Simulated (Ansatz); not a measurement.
## Phonons of Sc3InB (Pm-3m) against volume

Wanted: mode Grüneisen parameters of Sc3InB (Pm-3m).

Calculated with Ansatz 0.2.0; DFT PBEsol, scalar-relativistic, plane waves, PAW; PAW set soft_1.

### Step 1. Starting point

Symmetry: Pm-3m, No. 221, cubic system. The conventional cell has a = 4.636 Å, b = 4.636 Å, c = 4.636 Å, α = 90.00°, β = 90.00°, γ = 90.00°. Nearest to Sc lie 2 B at 2.32 Å and 4 In at 3.28 Å and 8 Sc at 3.28 Å. In has 12 Sc at 3.28 Å nearest. B has 6 Sc at 2.32 Å nearest. Farther neighbours, and contacts between anions beyond the nearest, are not listed.

### Step 2. Response at finite wavevector

Stability and thermal properties need the whole zone. Linear response on a 4×4×4 q mesh gives force constants as far as a supercell of that size would.

input.yaml

```yaml
crystal:
  lattice:
    - [4.6362647768, 0.0, 0.0]
    - [0.0, 4.6362647768, 0.0]
    - [0.0, 0.0, 4.6362647768]
  atoms:
    - { symbol: Sc, position: [0.0, 0.5, 0.5] }
    - { symbol: Sc, position: [0.5, 0.0, 0.5] }
    - { symbol: Sc, position: [0.5, 0.5, 0.0] }
    - { symbol: In, position: [0.0, 0.0, 0.0] }
    - { symbol: B, position: [0.5, 0.5, 0.5] }
kpoints:
  mp_grid: { grid: [8, 8, 8] }
hamiltonian:
  xc: pbesol
  pseudopotentials: { kind: paw, azcp: { folder: soft_1 }, xc_functional: pbe }
scf:
  occupations: { method: methfessel_paxton, width: 0.2 }
output:
  eigenvalues: true
phonons:
  method: dfpt
  qmesh: [4, 4, 4]
  temperatures: { t_max: 1000, t_step: 50 }
  qpath:
    path:
      - [[0.0, 0.0, 0.0], [0.0, 0.5, 0.0], [0.5, 0.5, 0.0], [0.0, 0.0, 0.0], [0.5, 0.5, 0.5], [0.0, 0.5, 0.0]]
      - [[0.5, 0.5, 0.5], [0.5, 0.5, 0.0]]
    npoints: 10
```

Run with:

```sh
> ansatz run input.yaml --threads 4 --pin off --max-ram 10240MiB --backend cpu --events-out ev --progress --plain --runs-dir out
```

The program printed:

```text
Engine: ansatz 0.2.0, aarch64-unknown-linux-gnu
Pseudopotentials: kind: paw
Pseudopotential: Sc, paw, valence charge 11, recommended cutoff 420 eV (normal), soft_1/Sc.paw.azcp
Pseudopotential: In, paw, valence charge 13, recommended cutoff 420 eV (normal), soft_1/In.paw.azcp
Pseudopotential: B, paw, valence charge 3, recommended cutoff 420 eV (normal), soft_1/B.paw.azcp
Functional definition: PBEsol
  exchange = pbesol_x
  correlation = pbesol_c
Crystal: 5 atoms, lattice volume = 99.656 Å³
Basis set: ecut = 420 eV, 1935 PW (Γ), exchange–correlation on 64×64×64 points (8 copies of the dense FFT grid, shifted against one another)
Bands: 30, of which v1, the nominal top of the filled ones, is band 25 counted from 1 (24 counted from 0)
Symmetry: 48 space group operations
k-points: 35 of 512
Non-local potential: Sc, projectors of the file, l = 0: 3, l = 1: 2, l = 2: 3, l = 3: 1
Non-local potential: In, projectors of the file, l = 0: 2, l = 1: 2, l = 2: 2, l = 3: 1
Non-local potential: B, projectors of the file, l = 0: 2, l = 1: 2, l = 2: 1
PAW form: soft (Blöchl's): semilocal exchange-correlation on the pseudo side does not see the compensation charge
PAW frozen core: Sc, regenerated for the run's functional, and the local potential with it (the file was generated under x = pbe(κ = 0.804, μ = 0.219515), c = pbe(β = 0.066725))
PAW frozen core: In, regenerated for the run's functional, and the local potential with it (the file was generated under x = pbe(κ = 0.804, μ = 0.219515), c = pbe(β = 0.066725))
PAW frozen core: B, regenerated for the run's functional, and the local potential with it (the file was generated under x = pbe(κ = 0.804, μ = 0.219515), c = pbe(β = 0.066725))
PAW one-centre angular grid: Sc, 590 points (default); XC on 64 Gauss nodes
PAW one-centre angular grid: In, 590 points (default); XC on 64 Gauss nodes
PAW one-centre angular grid: B, 110 points (default); XC on 64 Gauss nodes
Initial density: superposition of atomic densities (chi_scale 0.1, normalization cell, long waves kept (reshape's long-wave potential 0.00 eV rms))
Initial wavefunctions: pseudopotential atomic-orbital guess
Functional: x = pbesol(κ = 0.804, μ = 0.123457), c = pbesol(β = 0.046)
SCF iter   1: F=—  HF=-12018.592350 eV  |F-HF|=—  |Δ(HF+E_count)|=         —  Δρ=7.75e-2  dr2=1.70e1  ethr=3.10e-3  ⟨swp⟩=4.3  Hψ=4076  notcnv=0
preconditioner: auto → Kerker (q_TF=auto, 2.424 Å⁻¹)  [metal: Δε(μ)=0.008 eV  Ē_g=7.547 eV  σ=0.200 eV  W_gap=0.03  n_scr=26 (ndim 8)  ℏωp=18.6 eV  f_vac=0.000  D(μ)=8.57/eV (n_scr^D=92)]
SCF iter   2: F=—  HF=-12015.207484 eV  |F-HF|=—  |Δ(HF+E_count)|=    3.38e0  S|Δr|=    0.00e0  Δρ=3.20e-2  dr2=3.56e0  ethr=3.10e-3  ⟨swp⟩=2.3  Hψ=1985  notcnv=0  defer=10
SCF iter   3: F=—  HF=-12014.405726 eV  |F-HF|=—  |Δ(HF+E_count)|=   8.02e-1  S|Δr|=    0.00e0  Δρ=1.09e-2  dr2=2.08e-1  ethr=3.10e-3  ⟨swp⟩=2.0  Hψ=1773  notcnv=0  defer=12
SCF iter   4: F=—  HF=-12014.353697 eV  |F-HF|=—  |Δ(HF+E_count)|=   5.20e-2  S|Δr|=    0.00e0  Δρ=2.67e-3  dr2=1.34e-2  ethr=4.24e-4  ⟨swp⟩=2.0  Hψ=1414  notcnv=0  defer=12
SCF iter   5: F=—  HF=-12014.350446 eV  |F-HF|=—  |Δ(HF+E_count)|=   3.25e-3  S|Δr|=    0.00e0  Δρ=7.22e-4  dr2=5.36e-4  ethr=2.74e-5  ⟨swp⟩=2.2  Hψ=1313  notcnv=0  defer=12
SCF iter   6: F=—  HF=-12014.350364 eV  |F-HF|=—  |Δ(HF+E_count)|=   8.15e-5  S|Δr|=    0.00e0  Δρ=2.59e-4  dr2=9.61e-5  ethr=1.09e-6  ⟨swp⟩=2.0  Hψ=1456  notcnv=0  defer=12
SCF iter   7: F=—  HF=-12014.350340 eV  |F-HF|=—  |Δ(HF+E_count)|=   2.45e-5  S|Δr|=    0.00e0  Δρ=4.93e-5  dr2=3.08e-6  ethr=1.96e-7  ⟨swp⟩=2.0  Hψ=1464  notcnv=0  defer=12
SCF iter   8: F=—  HF=-12014.350342 eV  |F-HF|=—  |Δ(HF+E_count)|=   2.51e-6  S|Δr|=    0.00e0  Δρ=1.05e-5  dr2=8.08e-8  ethr=6.28e-9  ⟨swp⟩=2.1  Hψ=1289  notcnv=0  defer=12
SCF iter   9: F=—  HF=-12014.350342 eV  |F-HF|=—  |Δ(HF+E_count)|=   4.07e-9  S|Δr|=    0.00e0  Δρ=1.85e-6  dr2=3.35e-9  ethr=1.65e-10  ⟨swp⟩=3.0  Hψ=1932  notcnv=0  defer=12
SCF iter  10: F=—  HF=-12014.350342 eV  |F-HF|=—  |Δ(HF+E_count)|=  1.66e-10  S|Δr|=    0.00e0  Δρ=3.45e-7  dr2=9.92e-11  ethr=6.83e-12  ⟨swp⟩=2.1  Hψ=1360  notcnv=0  defer=12
SCF iter  11: F=-12014.350342 eV  HF=-12014.350342 eV  |F-HF|=0.00e0  |Δ(HF+E_count)|=  2.18e-11  S|Δr|=    0.00e0  Δρ=7.94e-8  dr2=4.71e-12  ethr=1.00e-12  ⟨swp⟩=8.2  Hψ=4772  notcnv=0
SCF 1 converged in 11 iterations: F = -12014.350342 eV  dr2 = 4.71e-12
  greatest PAW one-centre occupation: 0.998 electrons in one spin orbital (limit 2), on the Sc atom at site 0 (counted from 0), in its partial waves of l = 0
phonons: the bands overlap, so this run is a metal and interpolates without the dipole-dipole term. If the crystal is really an insulator or semiconductor, its LO-TO splitting is missing
NSCF: frozen V_eff on 35 k-points
NSCF: frozen V_eff on 125 k-points
DFPT response loops at q = (0, 0, 0) (fractional): preconditioner auto → Kerker (q_TF=auto, 2.424 Å⁻¹) (partly filled bands, converged f_vac=0.000); β = 1.00, the filter's whole step (`scf.mixing.beta` (0.50) is not read by the response loops under this deck's `scf.mixing.preconditioner`; to damp them name `kerker` or `kerker_dos`, under which they read `scf.mixing.beta`, and type it under 1.00, their step now; both keys bind the ground state too); Broyden in place of MSR1
NSCF: frozen V_eff on 400 k-points
DFPT response loops at q = (0, 0, 0.25) (fractional): mixed as the last ones told, above
NSCF: frozen V_eff on 250 k-points
DFPT response loops at q = (0, 0, -0.5) (fractional): mixed as the last ones told, above
NSCF: frozen V_eff on 640 k-points
DFPT response loops at q = (0, 0.25, 0.25) (fractional): mixed as the last ones told, above
NSCF: frozen V_eff on 400 k-points
DFPT response loops at q = (0, 0.25, -0.5) (fractional): mixed as the last ones told, above
NSCF: frozen V_eff on 250 k-points
DFPT response loops at q = (0, -0.5, -0.5) (fractional): mixed as the last ones told, above
NSCF: frozen V_eff on 1024 k-points
DFPT response loops at q = (0.25, 0.25, 0.25) (fractional): mixed as the last ones told, above
NSCF: frozen V_eff on 640 k-points
DFPT response loops at q = (0.25, 0.25, -0.5) (fractional): mixed as the last ones told, above
NSCF: frozen V_eff on 400 k-points
DFPT response loops at q = (0.25, -0.5, -0.5) (fractional): mixed as the last ones told, above
NSCF: frozen V_eff on 250 k-points
DFPT response loops at q = (-0.5, -0.5, -0.5) (fractional): mixed as the last ones told, above
SCF converged after 11 iterations
Stability not checked: this state was not tested for a lower state beside it, because cold or Methfessel-Paxton smearing, or corrected tetrahedra, fill the levels in a way that the test cannot read (fill_not_monotonic; see scf.lower_state_search)
Free energy (F): -12014.350342 eV
Harris-Foulkes:  -12014.350342 eV  (|F-HF|=0.00e0)
Internal energy: -12014.349951 eV  (E = F + TS)
E sigma→0 (E₀):  -12014.350244 eV
Entropy (-TS):   -0.000391 eV (-0.078 meV/atom)
Fermi energy:    9.518949 eV
--- Per-component energies (eV) ---
  E_band       = -483.640827
  E_kinetic    = 887.902193
  E_local      = -3468.461483  (includes V_loc(G=0)·N_el)
  E_nonlocal   = 766.485357
  E_hartree    = 1285.147908
  E_xc         = -429.870297
  E_vxc        = -443.799125  (∫ρ·V_xc dr)
  E_paw        = -7112.917884  (= ΣΔE_a)
  E_vpaw       = -796.063749  (= ΣTr[D̂ρ^β])
  E_aug_tail   = 0.000259  (compensation charges beyond the density's cutoff)
  E_ewald      = -3943.273694
  E_core_change = 0.637690  (= ΣΔE_core)
  E_smearing   = -0.000391  (= −TS)
  E_closure    = 0.000000  (closes the sum)
  Σ components = -12014.350342   (vs F -12014.350342, Δ=0.00e0)
--- Band table (eV; the first three rows and the last of 35) ---
  k-point 0: bands = [... 21 lower, 9.4174, 9.5469, 9.5469, 9.9002, 9.9002, 9.9002, 12.3990, 12.3990, ... 1 higher]
  k-point 1: bands = [... 21 lower, 9.3793, 9.6544, 9.8217, 9.8217, 9.9371, 9.9497, 11.9417, 12.3073, ... 1 higher]
  k-point 2: bands = [... 21 lower, 9.3013, 9.6373, 9.6373, 9.7428, 9.9550, 10.0350, 11.3567, 12.1482, ... 1 higher]
  k-point 34: bands = [... 21 lower, 6.9909, 8.8403, 8.8403, 8.8403, 11.4233, 11.4233, 11.4233, 11.4840, ... 1 higher]
--- Phonons (Γ-DFPT): 4 representative perturbations + reference (Σ response iterations 13) ---
  ASR residual: 3.327e-5 → 0.000e0 eV/Å²; symmetrization residual: 3.383e-6 eV/Å²
  ASR residual per site (eV/Å²): 3.33e-5 3.33e-5 3.33e-5 3.73e-6 2.62e-5
  Γ frequencies (cm⁻¹): 0.00 0.00 0.00 115.87 115.87 115.87 135.47 135.47 135.47 226.18 226.18 226.18 453.48 453.48 453.48
--- Phonons (arbitrary-q DFPT): 10 irreducible q on the 4×4×4 mesh ---
  q = [0.0000, 0.0000, 0.0000] (star 1, of the zone-centre solve; hermiticity 6.74e-7, symmetrization 3.17e-12): -0.00 -0.00 0.00 115.87 115.87 115.87 135.47 135.47 135.47 226.18 226.18 226.18 453.48 453.48 453.48
  q = [0.0000, 0.0000, 0.2500] (star 6, 9 solved perturbations in 1560 linear systems a pass and spin channel, the states on 200 of 512 k-point pairs; hermiticity 3.22e-7, symmetrization 1.64e-12): 56.50 56.50 77.10 118.80 118.80 128.33 134.96 140.82 140.82 215.23 215.23 255.35 451.33 451.33 456.53
  q = [0.0000, 0.0000, -0.5000] (star 3, 9 solved perturbations in 975 linear systems a pass and spin channel, the states on 125 of 512 k-point pairs; hermiticity 4.23e-7, symmetrization 6.24e-8): 77.54 77.54 91.60 114.26 121.86 121.86 122.68 154.45 154.45 197.01 197.01 299.42 436.88 436.88 474.92
  q = [0.0000, 0.2500, 0.2500] (star 12, 9 solved perturbations in 2460 linear systems a pass and spin channel, the states on 320 of 512 k-point pairs; hermiticity 5.07e-7, symmetrization 4.14e-14): 68.36 73.18 85.86 121.89 126.53 128.10 141.03 141.41 150.36 206.29 242.86 259.47 454.32 459.76 491.44
  q = [0.0000, 0.2500, -0.5000] (star 12, 15 solved perturbations on 200 of 512 k-point pairs; hermiticity 3.25e-7, symmetrization 3.99e-8): 77.44 83.64 89.17 103.15 132.46 135.58 136.77 148.38 150.19 192.71 245.20 300.15 464.18 488.32 497.07
  q = [0.0000, -0.5000, -0.5000] (star 3, 9 solved perturbations in 975 linear systems a pass and spin channel, the states on 125 of 512 k-point pairs; hermiticity 1.73e-7, symmetrization 2.46e-8): 77.79 87.40 88.20 88.20 133.38 141.44 141.44 145.96 145.96 185.95 286.69 310.25 490.32 514.50 514.50
  q = [0.2500, 0.2500, 0.2500] (star 8, 4 solved perturbations in 1376 linear systems a pass and spin channel, the states on 512 of 512 k-point pairs; hermiticity 2.97e-7, symmetrization 4.88e-13): 75.33 75.33 89.67 115.02 115.02 121.56 158.06 162.79 162.79 240.51 240.51 268.03 473.66 495.32 495.32
  q = [0.2500, 0.2500, -0.5000] (star 12, 9 solved perturbations in 2460 linear systems a pass and spin channel, the states on 320 of 512 k-point pairs; hermiticity 3.19e-7, symmetrization 8.57e-8): 80.56 80.78 88.23 100.19 106.51 112.47 158.60 168.14 169.95 238.07 253.08 303.97 490.03 501.68 506.47
  q = [0.2500, -0.5000, -0.5000] (star 6, 9 solved perturbations in 1560 linear systems a pass and spin channel, the states on 200 of 512 k-point pairs; hermiticity 2.59e-7, symmetrization 4.11e-8): 71.10 84.29 87.77 87.77 100.53 100.53 165.64 165.64 173.01 245.68 287.40 319.43 497.74 516.39 516.39
  q = [-0.5000, -0.5000, -0.5000] (star 1, 4 solved perturbations in 350 linear systems a pass and spin channel, the states on 125 of 512 k-point pairs; hermiticity 2.60e-7, symmetrization 4.61e-8): 73.35 73.35 73.35 87.87 87.87 87.87 171.80 171.80 171.80 290.33 290.33 339.04 514.29 514.29 514.29
  sum rule: each row above includes the acoustic sum rule's correction from the zone centre's row sums; it moved no ω² by more than (0.81 cm⁻¹)²
  mesh force constants: q→R imaginary residual 1.79e-19; ASR residual 3.327e-5 → 0.000e0 eV/Å²; symmetrization residual 2.309e-14 eV/Å²
  interpolated dispersion: 62 rows × 15 modes
  density of states and harmonic sums: on the 16×16×16 q-mesh, interpolated from the force constants of a 4×4×4 supercell (no non-analytic term)
  largest difference from the sums on the solved wave vectors: F 1.22e-2 eV, S 1.61e-5 and C_V 3.98e-6 eV/K
  zero-point energy: 0.201113 eV/cell   skipped modes (ω ≤ 0): 3   left out of the sums: 4.88e-5 of the cell's modes: C_V's classical limit lies that fraction below 3 k_B per atom; for a crystal, a wire or a layer, F and S can be off by more, and a phonons.interpolated_qmesh denser along its periods is the remedy for the sampling
```

Elapsed: 17 min, on 4 threads of Arm Neoverse V2, shared host; peak memory 3.8 GiB; 67 min of CPU time.

Numbers from this step:

```
volume per atom                                            : 19.93 Å³
gap on the k-mesh                                          : 0 eV
sum-rule residual before enforcement                       : 3.33e-5 eV/Å²
lowest frequency on the path                               : 0 cm⁻¹
point group                                                : m-3m
highest frequency on path, mesh or solved points           : 516.4 cm⁻¹
mean frequency                                             : 216.3 cm⁻¹
Debye temperature (second moment)                          : 486 K
logarithmic mean frequency                                 : 174.8 cm⁻¹
highest optical mode at the zone centre (no LO-TO term)    : 453.5 cm⁻¹
lowest optical zone-centre mode                            : 115.9 cm⁻¹
lowest mode on the q mesh (acoustic modes at Γ apart)      : 56.5 cm⁻¹
zero-point energy per atom                                 : 40.22 meV
heat capacity at 300 K                                     : 22.23 J/(mol atoms K)
vibrational entropy at 300 K                               : 30.82 J/(mol atoms K)
edges of the widest gap between branches, on path and mesh : 339, 436.9 cm⁻¹
```

Frequencies (cm⁻¹) solved at each irreducible wavevector; negative means imaginary. Frequencies by wavevector, by row:

| q in reciprocal lattice units | star | mode 1 | mode 2 | mode 3 | mode 4 | mode 13 | mode 14 | mode 15 |
| --- | --- | --- | --- | --- | --- | --- | --- | --- |
| 0 0 0 | 1 | 0 | 0 | 0 | 115.9 | 453.5 | 453.5 | 453.5 |
| 0 0 0.25 | 6 | 56.5 | 56.5 | 77.1 | 118.8 | 451.3 | 451.3 | 456.5 |
| 0 0 -0.5 | 3 | 77.5 | 77.5 | 91.6 | 114.3 | 436.9 | 436.9 | 474.9 |
| 0 0.25 0.25 | 12 | 68.4 | 73.2 | 85.9 | 121.9 | 454.3 | 459.8 | 491.4 |
| 0 0.25 -0.5 | 12 | 77.4 | 83.6 | 89.2 | 103.2 | 464.2 | 488.3 | 497.1 |
| 0 -0.5 -0.5 | 3 | 77.8 | 87.4 | 88.2 | 88.2 | 490.3 | 514.5 | 514.5 |
| 0.25 0.25 0.25 | 8 | 75.3 | 75.3 | 89.7 | 115 | 473.7 | 495.3 | 495.3 |
| 0.25 0.25 -0.5 | 12 | 80.6 | 80.8 | 88.2 | 100.2 | 490 | 501.7 | 506.5 |
| 0.25 -0.5 -0.5 | 6 | 71.1 | 84.3 | 87.8 | 87.8 | 497.7 | 516.4 | 516.4 |
| -0.5 -0.5 -0.5 | 1 | 73.3 | 73.3 | 73.3 | 87.9 | 514.3 | 514.3 | 514.3 |

Symmetry leaves 10 wavevectors to solve. The lowest mode among them, the acoustic zeros apart, lies at q = (0, 0, 0.25) and is real, 56.5 cm⁻¹.

### Step 3. Relaxing at another volume, volume ratio 0.97

The volume is scaled by 0.97 and held; symmetry leaves nothing to relax, so this is a single point. The modes can then be followed against volume.

input.yaml, the sections that differ from step 2:

```yaml
crystal:
  lattice:
    - [4.5894306174, 0.0, 0.0]
    - [0.0, 4.5894306174, 0.0]
    - [0.0, 0.0, 4.5894306174]
  atoms:
    - { symbol: Sc, position: [0.0, 0.5, 0.5] }
    - { symbol: Sc, position: [0.5, 0.0, 0.5] }
    - { symbol: Sc, position: [0.5, 0.5, 0.0] }
    - { symbol: In, position: [0.0, 0.0, 0.0] }
    - { symbol: B, position: [0.5, 0.5, 0.5] }
output:
  forces: true
  stress: true
  eigenvalues: true
# kpoints, hamiltonian, scf: as in step 2
# phonons: removed
```

The program printed:

```text
[...]
Crystal: 5 atoms, lattice volume = 96.667 Å³
Basis set: ecut = 420 eV, 1863 PW (Γ), exchange–correlation on 64×64×64 points (8 copies of the dense FFT grid, shifted against one another)
Bands: 30, of which v1, the nominal top of the filled ones, is band 25 counted from 1 (24 counted from 0)
Symmetry: 48 space group operations
[...]
k-points: 35 of 512
[...]
k-point 0: bands = [... 21 lower, 9.8288, 9.9098, 9.9098, 10.2555, 10.2555, 10.2555, 12.8638, 12.8638, ... 1 higher]
  k-point 1: bands = [... 21 lower, 9.7863, 10.0205, 10.1772, 10.1772, 10.2932, 10.3365, 12.3880, 12.7647, ... 1 higher]
  k-point 2: bands = [... 21 lower, 9.6987, 9.9932, 9.9932, 10.1207, 10.3300, 10.3931, 11.7895, 12.6007, ... 1 higher]
  k-point 34: bands = [... 21 lower, 7.3067, 9.2122, 9.2122, 9.2122, 11.8473, 11.8473, 11.8473, 11.9053, ... 1 higher]
[key lines of the parts left out:]
SCF converged after 8 iterations
Free energy (F): -12014.326003 eV
Fermi energy:    9.874922 eV
P = ⅓ Tr σ = 2.6700 GPa (26.700 kbar)
```

It took 1.5 s on 4 threads; peak memory 0.44 GiB.

Numbers from this step:

* pressure: 2.670 GPa
* volume per atom: 19.33 Å³

The run ends at a pressure of 2.67 GPa.

(Part 1 of 2 ends here.)

[Long decimals in the printed logs are rounded to 6 places.]

[Logs are printed without paths, hosts, clocks, repeated set-up lines and the standing remarks that a program may print on its own settings, such as how far it seeks lower states.]

[Hosts, paths, dates, database ids (printed as entryN), source tags and the programs' standing remarks are cut or masked in the printed files.]

[Where the starting crystal was built by hand or by swapping elements, it need not be the compound's stable phase.]
